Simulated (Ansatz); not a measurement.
# How well the gap of SnWO4 (Pnna) can be computed

Wanted: the gap of SnWO4 (Pnna) by functionals, hybrids and G0W0, carried to the basis limit, with what remains uncertain.

Method: density functionals, hybrids, G0W0, plane waves, PAW, in Ansatz 0.2.0.

This is a report of a sequence of runs, with most program output left out.

In doubt: masses and optical values from hybrid runs of this build are listed as unsure (step 12), which bears on the screening that GW takes from such a start.

**1. The starting structure**

The structure is orthorhombic, space group Pnna (No. 52). Conventional cell: a = 5.627 Å, b = 11.649 Å, c = 4.997 Å, α = 90.00°, β = 90.00°, γ = 90.00°. Nearest to Sn lie 4 O at 2.18 to 2.39 Å. W has 6 O at 1.80 to 2.14 Å nearest. Nearest to O lie 2 W at 1.80 to 2.14 Å. O has 1 W at 1.89 Å and 2 Sn at 2.18 to 2.39 Å nearest. Farther neighbours and most contacts between anions are not listed.

The cell and positions come from the Crystallography Open Database and are kept as given unless a step says otherwise. Spin-orbit coupling is left out unless a step names it. The default PAW set here is soft_2. Its files were made with PBE.

**2. r2SCAN bands**

The cheap functional maps the bands first; the places of the edges decide which points the dearer methods must see.

This step: DFT, r2SCAN, plane waves, PAW.

Input file input.yaml:

```yaml
crystal:
  lattice:
    - [5.627, 0.0, 0.0]
    - [0.0, 11.6486, 0.0]
    - [0.0, 0.0, 4.9973]
  atoms:
    - { symbol: Sn, position: [0.25, 0.0, 0.2196] }
    - { symbol: Sn, position: [0.25, 0.5, 0.2804] }
    - { symbol: Sn, position: [0.75, 0.0, 0.7804] }
    - { symbol: Sn, position: [0.75, 0.5, 0.7196] }
    - { symbol: W, position: [0.6677, 0.25, 0.25] }
    - { symbol: W, position: [0.8323, 0.75, 0.25] }
    - { symbol: W, position: [0.3323, 0.75, 0.75] }
    - { symbol: W, position: [0.1677, 0.25, 0.75] }
    - { symbol: O, position: [0.3765, 0.2987, 0.9988] }
    - { symbol: O, position: [0.1235, 0.7013, 0.9988] }
    - { symbol: O, position: [0.3765, 0.2013, 0.5012] }
    - { symbol: O, position: [0.1235, 0.7987, 0.5012] }
    - { symbol: O, position: [0.6235, 0.7013, 0.0012] }
    - { symbol: O, position: [0.8765, 0.2987, 0.0012] }
    - { symbol: O, position: [0.6235, 0.7987, 0.4988] }
    - { symbol: O, position: [0.8765, 0.2013, 0.4988] }
    - { symbol: O, position: [0.1019, 0.3961, 0.6037] }
    - { symbol: O, position: [0.3981, 0.6039, 0.6037] }
    - { symbol: O, position: [0.1019, 0.1039, 0.8963] }
    - { symbol: O, position: [0.3981, 0.8961, 0.8963] }
    - { symbol: O, position: [0.8981, 0.6039, 0.3963] }
    - { symbol: O, position: [0.6019, 0.3961, 0.3963] }
    - { symbol: O, position: [0.8981, 0.8961, 0.1037] }
    - { symbol: O, position: [0.6019, 0.1039, 0.1037] }
kpoints:
  mp_grid: { grid: [4, 2, 6] }
  band_path:
    path:
      - [[0.0, 0.0, 0.0], [0.5, 0.0, 0.0], [0.5, 0.5, 0.0], [0.0, 0.5, 0.0], [0.0, 0.0, 0.0], [0.0, 0.0, 0.5], [0.5, 0.0, 0.5], [0.5, 0.5, 0.5], [0.0, 0.5, 0.5], [0.0, 0.0, 0.5]]
      - [[0.5, 0.0, 0.0], [0.5, 0.0, 0.5]]
      - [[0.0, 0.5, 0.0], [0.0, 0.5, 0.5]]
      - [[0.5, 0.5, 0.0], [0.5, 0.5, 0.5]]
    npoints: 10
hamiltonian:
  xc: r2scan
scf:
  occupations: { method: fermi_dirac, width: 0.02 }
  n_extra_bands: 12
output:
  eigenvalues: true
  forces: true
  stress: true
```

The run is started by

```
> ansatz run input.yaml --threads 24 --pin off --max-ram 82944MiB --backend cuda --events-out ev --progress --plain --runs-dir out --devices 1 --max-vram 78GiB
```

Run time: 6.3 s. Hardware: 1 × NVIDIA GB200 (shared by 2 runs) with 24 threads of Arm Neoverse V2, shared host; peak memory 1.6 GiB; 37 s of CPU time.

This step gave:

```yaml
pressure: -0.3902 GPa
filled_bands: 104
gap: 1.505 eV
valence_top_at: k = (0.000, 0.000, 0.250)
conduction_bottom_at: Γ
least_direct_gap: 1.561 eV
```

The gap is indirect, with the least direct gap 0.06 eV higher.

The electronic bands at the labelled points (eV, zero at the top of the highest nominally filled band):

```csv
point,band 101,band 102,band 103,band 104,band 105,band 106,band 107,band 108
Γ,-1.47,-0.63,-0.14,-0.09,1.50,1.54,2.30,2.36
halfway,-1.21,-0.73,-0.31,-0.15,1.78,1.88,2.17,2.51
X,-0.69,-0.69,-0.63,-0.63,2.31,2.31,2.55,2.55
halfway,-0.71,-0.71,-0.67,-0.67,2.38,2.38,2.54,2.54
S,-0.71,-0.71,-0.71,-0.71,2.49,2.49,2.49,2.49
halfway,-1.00,-1.00,-0.22,-0.22,1.84,1.84,2.33,2.33
Y,-1.02,-1.02,-0.04,-0.04,1.53,1.53,2.26,2.26
halfway,-1.33,-0.74,-0.09,-0.06,1.51,1.54,2.27,2.31
Γ,-1.47,-0.63,-0.14,-0.09,1.50,1.54,2.30,2.36
halfway,-1.19,-0.83,-0.17,0.00,1.67,1.70,2.29,2.51
Z,-0.64,-0.64,-0.34,-0.34,2.25,2.25,2.40,2.40
halfway,-0.63,-0.63,-0.24,-0.24,2.11,2.11,2.36,2.36
U,-0.61,-0.61,-0.15,-0.15,2.03,2.03,2.39,2.39
halfway,-0.72,-0.42,-0.33,-0.17,1.98,2.18,2.23,2.44
R,-0.60,-0.60,-0.28,-0.28,2.06,2.06,2.35,2.35
halfway,-0.58,-0.58,-0.35,-0.35,2.13,2.13,2.36,2.36
T,-0.56,-0.56,-0.48,-0.48,2.30,2.30,2.38,2.38
halfway,-0.61,-0.61,-0.40,-0.40,2.28,2.28,2.39,2.39
Z,-0.64,-0.64,-0.34,-0.34,2.25,2.25,2.40,2.40
jump to X,-0.69,-0.69,-0.63,-0.63,2.31,2.31,2.55,2.55
halfway,-0.71,-0.71,-0.30,-0.30,2.10,2.10,2.51,2.51
U,-0.61,-0.61,-0.15,-0.15,2.03,2.03,2.39,2.39
jump to Y,-1.02,-1.02,-0.04,-0.04,1.53,1.53,2.26,2.26
halfway,-0.99,-0.99,-0.05,-0.05,1.68,1.68,2.37,2.37
T,-0.56,-0.56,-0.48,-0.48,2.30,2.30,2.38,2.38
jump to S,-0.71,-0.71,-0.71,-0.71,2.49,2.49,2.49,2.49
```

**3. LDA**

Another semilocal functional, at almost no cost, to see the spread among them.

This step: DFT, LDA, plane waves, PAW.

input.yaml, as its differences from that of step 2:

```diff
@@ -34,11 +34,17 @@
     path:
-      - [[0.0, 0.0, 0.0], [0.5, 0.0, 0.0], [0.5, 0.5, 0.0], [0.0, 0.5, 0.0], [0.0, 0.0, 0.0], [0.0, 0.0, 0.5], [0.5, 0.0, 0.5], [0.5, 0.5, 0.5], [0.0, 0.5, 0.5], [0.0, 0.0, 0.5]]
-      - [[0.5, 0.0, 0.0], [0.5, 0.0, 0.5]]
-      - [[0.0, 0.5, 0.0], [0.0, 0.5, 0.5]]
-      - [[0.5, 0.5, 0.0], [0.5, 0.5, 0.5]]
-    npoints: 10
+      - [0.0, 0.0, 0.0]
+      - [0.5, 0.0, 0.0]
+      - [0.5, 0.5, 0.0]
+      - [0.0, 0.5, 0.0]
+      - [0.0, 0.0, 0.5]
+      - [0.5, 0.0, 0.5]
+      - [0.5, 0.5, 0.5]
+      - [0.0, 0.5, 0.5]
+      - [0.0, 0.0, 0.25]
+      - [0.0, 0.4, 0.0]
+    npoints: 1
 hamiltonian:
-  xc: r2scan
+  xc: lda
 scf:
-  occupations: { method: fermi_dirac, width: 0.02 }
+  occupations: { method: fixed }
   n_extra_bands: 12
```

Run time: 1.9 s. Hardware: 1 × NVIDIA GB200 (shared by 2 runs) with 24 threads; peak memory 1.1 GiB.

This step gave:

| Item | Value |
| --- | --- |
| pressure | -4.975 GPa |
| gap | 1.351 eV |
| valence top at | k = (0.000, 0.000, 0.250) |
| conduction bottom at | Γ |
| least direct gap | 1.417 eV |

The gap stands −0.15 eV against r2SCAN.

**4. r2SCAN+SOC**

Spin-orbit coupling can split or shift the edges; a non-collinear run measures by how much.

This step: DFT, r2SCAN with spin-orbit coupling, plane waves, PAW.

input.yaml, as its differences from that of step 3:

```diff
@@ -46,6 +46,9 @@
 hamiltonian:
-  xc: lda
+  xc: r2scan
 scf:
   occupations: { method: fixed }
-  n_extra_bands: 12
+  n_extra_bands: 24
+magnetization:
+  noncollinear: true
+  spin_orbit: true
 output:
```

It took 8.3 s on 1 × NVIDIA GB200 (shared by 2 runs) with 24 threads; peak memory 2.7 GiB.

Numbers from this step:

| Quantity | Value |
| --- | --- |
| pressure | -0.6026 GPa |
| gap | 1.470 eV |
| valence top at | k = (0.000, 0.000, 0.250) |
| conduction bottom at | k = (0.000, -0.500, 0.167) |
| least direct gap | 1.493 eV |

The gap stands −0.03 eV against r2SCAN, and the conduction bottom moves to (0.000, -0.500, 0.167).

**5. HSE06**

HSE06 mixes in a quarter of exact exchange at short range. Exchange couples all pairs of k points, which makes a full band path dear, so levels are read on the mesh and at chosen points.

This step: DFT, HSE06, plane waves, PAW.

input.yaml, as its differences from that of step 4:

```diff
@@ -31,3 +31,3 @@
 kpoints:
-  mp_grid: { grid: [4, 2, 6] }
+  mp_grid: { grid: [4, 2, 4] }
   band_path:
@@ -46,12 +46,7 @@
 hamiltonian:
-  xc: r2scan
+  xc: hse06
 scf:
   occupations: { method: fixed }
-  n_extra_bands: 24
-magnetization:
-  noncollinear: true
-  spin_orbit: true
+  n_extra_bands: 12
 output:
   eigenvalues: true
-  forces: true
-  stress: true
```

Elapsed: 40 s, on 1 × NVIDIA GB200 (shared by 2 runs) with 24 threads; peak memory 3 GiB; 8.3 min of CPU time.

Numbers from this step:

* gap: 2.078 eV
* valence top at: k = (0.000, 0.000, 0.250)
* conduction bottom at: Γ
* least direct gap: 2.134 eV

The gap stands +0.57 eV against r2SCAN.

**6. PBE0**

PBE0 differs from HSE06 by long-range exchange, so the pair shows what that tail is worth.

This step: DFT, PBE0, plane waves, PAW.

input.yaml, as its differences from that of step 5:

```diff
@@ -46,3 +46,3 @@
 hamiltonian:
-  xc: hse06
+  xc: pbe0
 scf:
```

Run time: 35 s. Hardware: 1 × NVIDIA GB200 (shared by 2 runs) with 24 threads; peak memory 3.2 GiB; 8 min of CPU time.

Numbers from this step:

```
gap                  : 2.792 eV
valence top at       : k = (0.000, 0.000, 0.250)
conduction bottom at : Γ
least direct gap     : 2.847 eV
```

The gap stands +1.29 eV against r2SCAN.

**7. Dielectric tensor**

ε∞ sets how strongly the crystal screens. Perturbation theory gives it with local fields and without a sum over empty bands.

This step: dielectric response by perturbation theory, r2SCAN, plane waves, PAW.

input.yaml, as its differences from that of step 6:

```diff
@@ -32,21 +32,6 @@
   mp_grid: { grid: [4, 2, 4] }
-  band_path:
-    path:
-      - [0.0, 0.0, 0.0]
-      - [0.5, 0.0, 0.0]
-      - [0.5, 0.5, 0.0]
-      - [0.0, 0.5, 0.0]
-      - [0.0, 0.0, 0.5]
-      - [0.5, 0.0, 0.5]
-      - [0.5, 0.5, 0.5]
-      - [0.0, 0.5, 0.5]
-      - [0.0, 0.0, 0.25]
-      - [0.0, 0.4, 0.0]
-    npoints: 1
 hamiltonian:
-  xc: pbe0
+  xc: r2scan
 scf:
   occupations: { method: fixed }
-  n_extra_bands: 12
-output:
-  eigenvalues: true
+dielectric: {}
```

Wall time 33 s (1 × NVIDIA GB200 (shared by 2 runs) with 24 threads); peak memory 8.2 GiB.

Numbers from this step:

* stated error of ε∞: 0.034

One over ε∞ averages 0.15, under the quarter of exact exchange in PBE0, which by this rule of thumb may open the gap too far.

High-frequency dielectric tensor:

```
6.02 0.00 0.00
0.00 7.32 0.00
0.00 0.00 6.18
```

**8. G0W0, 2×2×4 mesh, 160 empty bands, screening to 36 eV**

Now the one-shot GW correction: screening in the RPA, then the self-energy of the levels asked for.

This step: G0W0 on r2SCAN, plane waves, PAW.

input.yaml, as its differences from that of step 7:

```diff
@@ -31,3 +31,3 @@
 kpoints:
-  mp_grid: { grid: [4, 2, 4] }
+  mp_grid: { grid: [2, 2, 4] }
 hamiltonian:
@@ -36,2 +36,7 @@
   occupations: { method: fixed }
-dielectric: {}
+gw:
+  n_empty_bands: 160
+  ecut_chi: 36
+  qp_bands: [v4, c4]
+  qp_kpoints: band_edges
+  screening: { model: contour_deformation }
```

Run time: 17 s. Hardware: 1 × NVIDIA GB200 (shared by 2 runs) with 24 threads; peak memory 2.7 GiB; 43 s of CPU time.

This step gave:

- bands summed: 264
- RPA ε∞ on this mesh (eigenvalues): 5.623, 5.853, 6.869
- plane waves in the screening matrix: 167
- G0W0 gap on the mesh: 2.564 eV
- k of the valence top: 0, 0, 0.25
- k of the conduction bottom: 0, 0, 0
- starting gap on the mesh: 1.507 eV
- least direct G0W0 gap on the computed points: 2.618 eV

The gap on the mesh goes from 1.51 eV to 2.56 eV, a correction of +1.06 eV. Between the two edge states, bare exchange in place of the xc potential would open the gap by 7.05 eV, and correlation takes back 6.00 eV.

**9. G0W0, 2×2×4 mesh, 454 empty bands, screening to 72 eV**

Another rung: the empty bands reach about as high as the screening cutoff, so the two stay in balance.

input.yaml, as its differences from that of step 8:

```diff
@@ -37,4 +37,4 @@
 gw:
-  n_empty_bands: 160
-  ecut_chi: 36
+  n_empty_bands: 454
+  ecut_chi: 72
   qp_bands: [v4, c4]
```

It took 22 s on 1 × NVIDIA GB200 (shared by 2 runs) with 24 threads; peak memory 4.2 GiB; 73 s of CPU time.

Numbers from this step:

```yaml
bands_summed: 558
rpa_eps_infinity_on_this_mesh_eigenvalues: 5.610, 5.828, 6.845
plane_waves_in_the_screening_matrix: 461
g0w0_gap_on_the_mesh: 2.588 eV
k_of_the_valence_top: 0, 0, 0.25
k_of_the_conduction_bottom: 0, 0, 0
starting_gap_on_the_mesh: 1.507 eV
least_direct_g0w0_gap_on_the_computed_points: 2.650 eV
```

Against the run with 2×2×4 mesh, 160 empty bands, screening to 36 eV, the gap moves by +0.02 eV.

**10. G0W0, 2×2×4 mesh, 977 empty bands, screening to 120 eV**

input.yaml, as its differences from that of step 9:

```diff
@@ -37,4 +37,4 @@
 gw:
-  n_empty_bands: 454
-  ecut_chi: 72
+  n_empty_bands: 977
+  ecut_chi: 120.0
   qp_bands: [v4, c4]
```

Wall time 62 s (1 × NVIDIA GB200 (shared by 2 runs) with 24 threads); peak memory 6.8 GiB; 3.1 min of CPU time.

This step gave:

```
bands summed                                 : 1081
RPA ε∞ on this mesh (eigenvalues)            : 5.571, 5.779, 6.803
plane waves in the screening matrix          : 995
q-points in the mesh                         : 16
G0W0 gap on the mesh                         : 2.586 eV
k of the valence top                         : 0, 0, 0.25
k of the conduction bottom                   : 0, 0, 0
starting gap on the mesh                     : 1.507 eV
Z at the valence top                         : 0.7689
Z at the conduction bottom                   : 0.7655
least direct G0W0 gap on the computed points : 2.645 eV
```

Against the run with 2×2×4 mesh, 454 empty bands, screening to 72 eV, the gap moves by −0.002 eV.

Limits: finite bands, cutoff and mesh; no spin-orbit coupling; coarse k mesh. v1 is the top filled band, c1 the lowest empty one. Levels before and after the correction, in eV, zero at the valence-band top of each column:

```csv
,conduction bottom,valence top
Kohn-Sham,1.51,0.00
G0W0,2.59,0.00
```

```csv
,level,occupation,energy (eV)
Kohn-Sham,Γ v3,2,-0.627
Kohn-Sham,Γ v2,2,-0.139
Kohn-Sham,Γ v1,2,-0.094
Kohn-Sham,Γ c1,0,1.507
Kohn-Sham,Γ c2,0,1.545
Kohn-Sham,Γ c3,0,2.299
Kohn-Sham,(0 0 0.25) v3,2,-0.826
Kohn-Sham,(0 0 0.25) v2,2,-0.171
Kohn-Sham,(0 0 0.25) v1,2,0.000
Kohn-Sham,(0 0 0.25) c1,0,1.675
Kohn-Sham,(0 0 0.25) c2,0,1.701
Kohn-Sham,(0 0 0.25) c3,0,2.293
G0W0,Γ v3,2,-0.572
G0W0,Γ v2,2,-0.156
G0W0,Γ v1,2,-0.088
G0W0,Γ c1,0,2.586
G0W0,Γ c2,0,2.629
G0W0,Γ c3,0,3.397
G0W0,(0 0 0.25) v3,2,-0.814
G0W0,(0 0 0.25) v2,2,-0.177
G0W0,(0 0 0.25) v1,2,0.000
G0W0,(0 0 0.25) c1,0,2.758
G0W0,(0 0 0.25) c2,0,2.777
G0W0,(0 0 0.25) c3,0,3.360
```

How the two edges are built up, in eV (the quasiparticle level is the starting level plus Σx plus Σc less Vxc):

```csv
run,edge,start,Σx,Σc,Vxc,Z,QP
264 bands,valence top,8.94,-20.27,2.32,-18.26,0.78,9.24
264 bands,conduction bottom,10.44,-15.60,-3.68,-20.64,0.77,11.80
558 bands,valence top,8.94,-20.27,1.99,-18.26,0.77,8.91
558 bands,conduction bottom,10.44,-15.60,-3.99,-20.64,0.77,11.49
1081 bands,valence top,8.94,-20.27,1.74,-18.26,0.77,8.66
1081 bands,conduction bottom,10.44,-15.60,-4.24,-20.64,0.77,11.24
```

**11. G0W0@r2SCAN, 2×2×2 mesh, 454 empty bands, screening to 72 eV**

Only the mesh changes. It samples the long-range screening, which converges on its own terms. Bands and cutoff differ from the step before, so it is read against an earlier run that matches them.

input.yaml, as its differences from that of step 10:

```diff
@@ -31,3 +31,3 @@
 kpoints:
-  mp_grid: { grid: [2, 2, 4] }
+  mp_grid: { grid: [2, 2, 2] }
 hamiltonian:
@@ -37,4 +37,4 @@
 gw:
-  n_empty_bands: 977
-  ecut_chi: 120.0
+  n_empty_bands: 454
+  ecut_chi: 72
   qp_bands: [v4, c4]
```

It took 8.6 s on 1 × NVIDIA GB200 (shared by 2 runs) with 24 threads; peak memory 3.4 GiB; 28 s of CPU time.

Numbers from this step:

```
bands summed                                 : 558
RPA ε∞ on this mesh (eigenvalues)            : 5.388, 5.750, 6.893
plane waves in the screening matrix          : 461
G0W0 gap on the mesh                         : 2.634 eV
k of the valence top                         : 0, -0.5, 0
k of the conduction bottom                   : 0, 0, 0
starting gap on the mesh                     : 1.548 eV
least direct G0W0 gap on the computed points : 2.657 eV
```

Against the run with 2×2×4 mesh, 454 empty bands, screening to 72 eV, the gap moves by +0.05 eV, while the start moved by +0.04 eV. A band edge is found at another k point on this mesh.

**12. G0W0@HSE06, 2×2×4 mesh, 454 empty bands, screening to 72 eV**

The same correction from a different start measures what one shot leaves open.

This step: G0W0 on HSE06, plane waves, PAW.

input.yaml, as its differences from that of step 11:

```diff
@@ -31,5 +31,5 @@
 kpoints:
-  mp_grid: { grid: [2, 2, 2] }
+  mp_grid: { grid: [2, 2, 4] }
 hamiltonian:
-  xc: r2scan
+  xc: hse06
 scf:
```

Elapsed: 63 s, on 1 × NVIDIA GB200 (shared by 2 runs) with 24 threads; peak memory 4.1 GiB.

This step gave:

- bands summed: 558
- RPA ε∞ on this mesh (eigenvalues): 4.802, 4.994, 5.743
- plane waves in the screening matrix: 461
- G0W0 gap on the mesh: 2.774 eV
- k of the valence top: 0, 0, 0.25
- k of the conduction bottom: 0, 0, 0
- starting gap on the mesh: 2.084 eV
- least direct G0W0 gap on the computed points: 2.840 eV

Against the run with 2×2×4 mesh, 454 empty bands, screening to 72 eV on r2SCAN, the gap moves by +0.19 eV, while the start moved by +0.58 eV.

[end of part 1 of 2]

[Paths, hosts, dates, memory and timing lines, banners, echoed tables and standing remarks are left out of the program output.]

[Logs are printed without paths, hosts, clocks, repeated set-up lines and the standing remarks that a program may print on its own settings, such as how far it seeks lower states.]

[Runs of the session that timed out or met a known fault of the program may be left out.]

[Cells called generated may have been cut or substituted from an entry of the Crystallography Open Database or the Materials Project.]

[Hosts, paths, dates, database ids (printed as entryN), source tags and the programs' standing remarks are cut or masked in the printed files.]
